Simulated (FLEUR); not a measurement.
## Does Sr2CrO4 carry moments in FLEUR?

Aim: find out whether Sr2CrO4 carries moments when they start parallel, and what they gain.

Method: PBEsol; all-electron FLAPW, Dirac cores, scalar-relativistic bands, in FLEUR MaX-R8.1.

## 1. Set-up

It takes space group I4/mmm (No. 139, tetragonal). Conventional cell: a = 3.772 Å, b = 3.772 Å, c = 12.632 Å, α = 90.00°, β = 90.00°, γ = 90.00°. Nearest to Sr lie 9 O at 2.49 to 2.67 Å. Nearest to Cr lie 6 O at 1.89 to 1.97 Å. Nearest to O lie 1 Cr at 1.97 Å and 5 Sr at 2.49 to 2.67 Å. Nearest to O lie 2 Cr at 1.89 Å and 4 Sr at 2.64 Å. Farther neighbours and most contacts between anions are not listed.

As a file:

```xyz
7
Lattice="-1.8862 1.8862 6.3162 1.8862 -1.8862 6.3162 1.8862 1.8862 -6.3162" Properties=species:S:1:pos:R:3 pbc="T T T"
Sr    0.0000    0.0000    8.1641
Sr    0.0000    0.0000    4.4683
Cr    0.0000    0.0000    0.0000
O     0.0000    0.0000   10.6577
O     0.0000    0.0000    1.9746
O     0.0000    1.8862    0.0000
O     1.8862    0.0000    0.0000
```

The cell comes from a database of computed structures and need not be the stable phase.

## 2. Run 1 (ferro +)

The parallel start is the test of whether parallel moments hold.

inpgen writes inp.xml from crystal.txt; cutoffs, mixing, functional, smearing and local orbitals are then set in the file. The k list default-1 (kpts.xml, not shown) is a Γ-centred 8×8×8 mesh; where the ranks do not divide the number of points, some are split in two of half the weight.

inp.xml reads:

```
<?xml version="1.0" encoding="UTF-8" standalone="no"?>
<fleurInput fleurInputVersion="0.39">
   <comment>
      Sr2CrO4
   </comment>
   <calculationSetup>
      <cutoffs Kmax="4.4" Gmax="13.2" GmaxXC="13.2" numbands="0"/>
      <scfLoop itmax="130" minDistance="0.00002" maxIterBroyd="15" imix="Anderson" alpha="0.05" precondParam="0.0" spinf="2.0" sdNocoIR="T"/>
      <coreElectrons ctail="T" frcor="F" kcrel="0" coretail_lmax="0"/>
      <xcFunctional name="PBEs" relativisticCorrections="F"/>
      <magnetism jspins="2"/>
      <soc l_soc="F" theta="0.0" phi="0.0" spav="F"/>
      <expertModes spex="0" secvar="F"/>
      <geometryOptimization l_f="F" forcealpha="1.0" forcemix="BFGS" epsdisp="0.00001" epsforce="0.00001"/>
      <ldaU l_linMix="F" mixParam="0.05" spinf="1.0"/>
   </calculationSetup>
   <cell>
      <bzIntegration valenceElectrons="58.0" mode="hist" fermiSmearingEnergy="0.00110248">
         <kPointListSelection listName="default-1"/>
         <xi:include xmlns:xi="http://www.w3.org/2001/XInclude" href="kpts.xml"> </xi:include>
      </bzIntegration>
      <xi:include xmlns:xi="http://www.w3.org/2001/XInclude" href="sym.xml"> </xi:include>
      <bulkLattice scale="1.0">
         <bravaisMatrix>
            <row-1>   -3.5643106628792762     3.5643106628792762    11.9358646016440879</row-1>
            <row-2>    3.5643106628792762    -3.5643106628792762    11.9358646016440879</row-2>
            <row-3>    3.5643106628792762     3.5643106628792762   -11.9358646016440879</row-3>
         </bravaisMatrix>
      </bulkLattice>
   </cell>
   <atomSpecies>
      <species name="Strontium (Sr)" element="Sr" atomicNumber="38">
         <mtSphere radius="2.8" gridPoints="925" logIncrement="0.014"/>
         <atomicCutoffs lmax="10" lnonsphr="8"/>
         <electronConfig flipSpins="F">
            <coreConfig>(1s1/2) (2s1/2) (2p1/2) (2p3/2) (3s1/2) (3p1/2) (3p3/2) (3d3/2) (3d5/2)</coreConfig>
            <valenceConfig>(4s1/2) (4p1/2) (4p3/2) (5s1/2)</valenceConfig>
         </electronConfig>
         <energyParameters s="5" p="5" d="4" f="4"/>
         <lo type="SCLO" l="0" n="4" eDeriv="0"/>
         <lo type="SCLO" l="1" n="4" eDeriv="0"/>
      </species>
      <species name="Chromium (3.000" element="Cr" atomicNumber="24">
         <mtSphere radius="2.22" gridPoints="735" logIncrement="0.016"/>
         <atomicCutoffs lmax="8" lnonsphr="6"/>
         <electronConfig flipSpins="F">
            <coreConfig>(1s1/2) (2s1/2) (2p1/2) (2p3/2)</coreConfig>
            <valenceConfig>(3s1/2) (3p1/2) (3p3/2) (4s1/2) (3d3/2) (3d5/2)</valenceConfig>
            <stateOccupation state="(4s1/2)" spinUp="0.5" spinDown="0.5"/>
            <stateOccupation state="(3d3/2)" spinUp="1.0" spinDown="1.0"/>
            <stateOccupation state="(3d5/2)" spinUp="3.0" spinDown="0.0"/>
         </electronConfig>
         <energyParameters s="4" p="4" d="3" f="4"/>
         <lo type="SCLO" l="0" n="3" eDeriv="0"/>
         <lo type="SCLO" l="1" n="3" eDeriv="0"/>
      </species>
      <species name="Oxygen (O)" element="O" atomicNumber="8">
         <mtSphere radius="1.25" gridPoints="415" logIncrement="0.025"/>
         <atomicCutoffs lmax="6" lnonsphr="4"/>
         <electronConfig flipSpins="F">
            <coreConfig>(1s1/2)</coreConfig>
            <valenceConfig>(2s1/2) (2p1/2) (2p3/2)</valenceConfig>
            <stateOccupation state="(2p1/2)" spinUp="0.666667" spinDown="0.666667"/>
            <stateOccupation state="(2p3/2)" spinUp="1.333333" spinDown="1.333333"/>
         </electronConfig>
         <energyParameters s="2" p="2" d="3" f="4"/>
      </species>
   </atomSpecies>
   <atomGroups>
      <atomGroup species="Strontium (Sr)">
         <relPos label="                   1">-.3537197800 -.3537197800 .0000000000</relPos>
         <relPos label="                   2">.3537197800 .3537197800 .0000000000</relPos>
         <force calculate="T" relaxXYZ="TTT"/>
      </atomGroup>
      <atomGroup species="Chromium (3.000">
         <relPos label="                   3">.0000000000 .0000000000 .0000000000</relPos>
         <force calculate="T" relaxXYZ="TTT"/>
      </atomGroup>
      <atomGroup species="Oxygen (O)">
         <relPos label="                   4">-.1563156800 -.1563156800 .0000000000</relPos>
         <relPos label="                   5">.1563156800 .1563156800 .0000000000</relPos>
         <force calculate="T" relaxXYZ="TTT"/>
      </atomGroup>
      <atomGroup species="Oxygen (O)">
         <relPos label="                   6">1.000/2.000 .0000000000 1.000/2.000</relPos>
         <relPos label="                   7">.0000000000 1.000/2.000 1.000/2.000</relPos>
         <force calculate="T" relaxXYZ="TTT"/>
      </atomGroup>
   </atomGroups>
   <output dos="F" band="F" slice="F">
      <bandDOS minEnergy="-.5*Htr" maxEnergy="0.5*Htr" sigma="0.015" storeEVData="T"/>
      <plotting iplot="0" polar="F">
         <plot TwoD="T" vec1="  1.0  0.0  0.0" vec2="  0.0  1.0  0.0" vec3="  0.0  0.0  1.0" zero="  0.0  0.0  0.0" file="plot"/>
      </plotting>
      <moessbauerParams electricFieldGradient="F" isomerShift="F" coreHyperfine="F" valenceHyperfine="F"/>
   </output>
</fleurInput>
```

crystal.txt reads:

```
Sr2CrO4
&input film=F cartesian=F /
-1.88615197540  1.88615197540  6.31618753970
1.88615197540  -1.88615197540  6.31618753970
1.88615197540  1.88615197540  -6.31618753970
1.8897261246
1.0 1.0 1.0

7
38 0.64628022000  0.64628022000  0.00000000000
38 0.35371978000  0.35371978000  0.00000000000
24 0.00000000000  0.00000000000  0.00000000000 : 3.000
8 0.84368432000  0.84368432000  0.00000000000
8 0.15631568000  0.15631568000  0.00000000000
8 0.50000000000  0.00000000000  0.50000000000
8 0.00000000000  0.50000000000  0.50000000000

&kpt div1=8 div2=8 div3=8 gamma=T /
```

Command:

```
$ OMP_NUM_THREADS=1 inpgen -f crystal.txt > inpgen.log  # inp.xml is then edited as shown
$ OMP_NUM_THREADS=1 mpirun -n 4 fleur_MPI > fleur.log
```

The log of the run:

```text
Welcome to FLEUR        (www.flapw.de)
      MaX-Release 8.1          (www.max-centre.eu)

 ========== k-point set info ==========
 Selected k-point list: default-1
 k-point list type: mesh
 0 x 0 x 0
 Number of k points: 60

 ------------Calculation Setup---------------------------
 Number of MPI-tasks      :            4
 Number of PE/node        :            4
 Number of OMP-threads    :            1
 k-points in parallel     :            4
 pe's per k-point         :            1
 No of k-point loops      :           15
 Eigenvalue solver        :       lapack
 Number of basis functions:          929
 Approximate size of matrices (H+S) per k-point:         0.013 GB
 --------------------------------------------------------
 Iteration:     1   Distance:      32.92769833 me/bohr^3
 Iteration:     2   Distance:      27.33579057 me/bohr^3
 Iteration:     3   Distance:      13.10210757 me/bohr^3
 Iteration:     4   Distance:      11.31251763 me/bohr^3
 Iteration:     5   Distance:       6.80388344 me/bohr^3
 Iteration:     6   Distance:       7.03443459 me/bohr^3
 Iteration:     7   Distance:       4.02583391 me/bohr^3
 Iteration:     8   Distance:       1.89241108 me/bohr^3
 Iteration:     9   Distance:       2.47138671 me/bohr^3
 Iteration:    10   Distance:       2.04134536 me/bohr^3
 Iteration:    11   Distance:       0.43331535 me/bohr^3
 Iteration:    12   Distance:       0.29757511 me/bohr^3
 Iteration:    13   Distance:       0.50926643 me/bohr^3
 Iteration:    14   Distance:       0.12678077 me/bohr^3
 Iteration:    15   Distance:       0.16127946 me/bohr^3
 Iteration:    16   Distance:       0.11738959 me/bohr^3
 Iteration:    17   Distance:       0.06257619 me/bohr^3
 Iteration:    18   Distance:       0.03772794 me/bohr^3
 Iteration:    19   Distance:       0.02451534 me/bohr^3
 Iteration:    20   Distance:       0.04493836 me/bohr^3
 Iteration:    21   Distance:       0.01773127 me/bohr^3
 Iteration:    22   Distance:       0.00292620 me/bohr^3
 Iteration:    23   Distance:       0.00284218 me/bohr^3
 Iteration:    24   Distance:       0.00083471 me/bohr^3
 Iteration:    25   Distance:       0.00016856 me/bohr^3
 Iteration:    26   Distance:       0.00013731 me/bohr^3
 Iteration:    27   Distance:       0.00007423 me/bohr^3
 Iteration:    28   Distance:       0.00002134 me/bohr^3
 Iteration:    29   Distance:       0.00002233 me/bohr^3
 Iteration:    30   Distance:       0.00001710 me/bohr^3

 ********************************************************************
 Run finished successfully
 Stop message:
   all done
 ********************************************************************

--- out.xml (last complete iteration) ---
<iteration numberForCurrentRun="   30" overallNumber="   30">
         [... left out ...]
         <bandgap value="0.0041186521" units="eV"/>
         <sumValenceSingleParticleEnergies value="-0.0660760981" units="Htr"/>
         <FermiEnergy value="0.6070696576" units="Htr"/>
         <valenceDensity>
            <mtCharges spin="1">
               <mtCharge atomType="1" total="4.2011993" s="1.0354114" p="2.9484088" d="0.1744914" f="0.0310980"/>
               <mtCharge atomType="2" total="7.1443125" s="1.1335304" p="3.1876604" d="2.7398500" f="0.0626537"/>
               <mtCharge atomType="3" total="1.9367853" s="0.6093682" p="1.3264278" d="0.0008685" f="0.0001000"/>
               <mtCharge atomType="4" total="1.9438204" s="0.6079477" p="1.3334101" d="0.0021391" f="0.0002722"/>
            </mtCharges>
            <mtCharges spin="2">
               <mtCharge atomType="1" total="4.1943639" s="1.0350315" p="2.9491461" d="0.1691644" f="0.0298552"/>
               <mtCharge atomType="2" total="5.3863743" s="1.1263717" p="3.1795831" d="0.9978239" f="0.0611015"/>
               <mtCharge atomType="3" total="1.9062675" s="0.6084710" p="1.2971368" d="0.0005734" f="0.0000704"/>
               <mtCharge atomType="4" total="1.9474634" s="0.6094219" p="1.3366602" d="0.0011486" f="0.0002009"/>
            </mtCharges>
            <spinDependentCharge spin="1" total="29.9845738" interstitial="6.6766513" mtSpheres="23.3079226"/>
            <spinDependentCharge spin="2" total="28.0154262" interstitial="6.5328622" mtSpheres="21.4825639"/>
            <totalCharge value="58.0000000000"/>
         </valenceDensity>
         [... left out ...]
         <allElectronCharges>
            <spinDependentCharge spin="1" total="66.9845738" interstitial="6.6766755" mtSpheres="60.3078984"/>
            <spinDependentCharge spin="2" total="65.0154262" interstitial="6.5328864" mtSpheres="58.4825397"/>
            <totalCharge value="131.9999999770"/>
         </allElectronCharges>
         <magneticMomentsInMTSpheres units="muBohr">
            <globalMagMoment atomType="1" vec="0.00000   0.00000   0.00684"/>
            <localMagMoment atomType="1" vec="0.00000   0.00000   0.00684"/>
            <globalMagMoment atomType="2" vec="0.00000   0.00000   1.75794"/>
            <localMagMoment atomType="2" vec="0.00000   0.00000   1.75794"/>
            <globalMagMoment atomType="3" vec="0.00000   0.00000   0.03052"/>
            <localMagMoment atomType="3" vec="0.00000   0.00000   0.03052"/>
            <globalMagMoment atomType="4" vec="0.00000   0.00000  -0.00364"/>
            <localMagMoment atomType="4" vec="0.00000   0.00000  -0.00364"/>
         </magneticMomentsInMTSpheres>
         <moessbauerParams unitsHFF="kG" unitsIS="e/bohr^3" unitsEFG="Htr/bohr^2">
         </moessbauerParams>
         <totalEnergy value="    -7706.0380195509" units="Htr">
            <sumOfEigenvalues value="    -4449.9415298296">
               <coreElectrons value="-4449.8754537316"/>
               <valenceElectrons value="-0.0660760981"/>
            </sumOfEigenvalues>
            <densityCoulombPotentialIntegral value="-11979.6865447874"/>
            <densityEffectivePotentialIntegral value="-12356.6875452802"/>
            <chargeDenXCDenIntegral value="-287.5955015717"/>
            <FockExchangeEnergyValence value="0.0000000000"/>
            <FockExchangeEnergyCore value="0.0000000000"/>
            <atomTypeDependentContributions atomType="1">
               <electronNucleiInteractionDifferentMTs value="7658.7611810506"/>
               <MadelungTerm value="-45.4383298677"/>
            </atomTypeDependentContributions>
            <atomTypeDependentContributions atomType="2">
               <electronNucleiInteractionDifferentMTs value="1247.5632610188"/>
               <MadelungTerm value="-14.1452706453"/>
            </atomTypeDependentContributions>
            <atomTypeDependentContributions atomType="3">
               <electronNucleiInteractionDifferentMTs value="168.0510948662"/>
               <MadelungTerm value="-16.7980317835"/>
            </atomTypeDependentContributions>
            <atomTypeDependentContributions atomType="4">
               <electronNucleiInteractionDifferentMTs value="168.5511116578"/>
               <MadelungTerm value="-16.0369801463"/>
            </atomTypeDependentContributions>
            <tkbTimesEntropy value="0.0003270838"/>
            <freeEnergy value="-7706.0383466348"/>
            <extrapolationTo0K value="-7706.0381830928"/>
         </totalEnergy>
         <densityConvergence units="me/bohr^3">
            <chargeDensity spin="1" distance="0.0000102466"/>
            <chargeDensity spin="2" distance="0.0000101074"/>
            <overallChargeDensity distance="0.0000171012"/>
            <spinDensity distance="0.0000110389"/>
         </densityConvergence>
      </iteration>
```

Wall time 2.8 min (4 MPI ranks of AMD EPYC 9R45, shared host); peak memory 0.53 GiB.

Spin moment in the muffin-tin sphere by atom:

```tsv
atom	spin moment in the muffin-tin sphere (μB)
Sr1	0.01
Sr2	0.01
Cr3	1.76
O4	0.03
O5	0.03
O6	0.00
O7	0.00
```

This step gave:

| Item | Value |
| --- | --- |
| free energy | -209691.9859 eV |
| program's band gap on this mesh (in a metal only a level spacing) | 0.004119 eV |
| magnetization | 1.969 μB |
| final state | ferromagnetic |

After 30 cycles the largest moment stands at 1.76 μB.

(Part 1 of 2 ends here.)

[Logs and program files are shortened in this print: banners, set-up blocks, solver, clock and traceback lines can be left out without a mark of their own.]

[Logs are printed without paths, hosts, clocks, repeated set-up lines and the standing remarks that a program may print on its own settings, such as how far it seeks lower states.]

[Hosts, paths, dates, database ids (printed as entryN), source tags and the programs' standing remarks are cut or masked in the printed files.]

[Where a cell is said to come from a database of computed structures, the database is the Materials Project.]
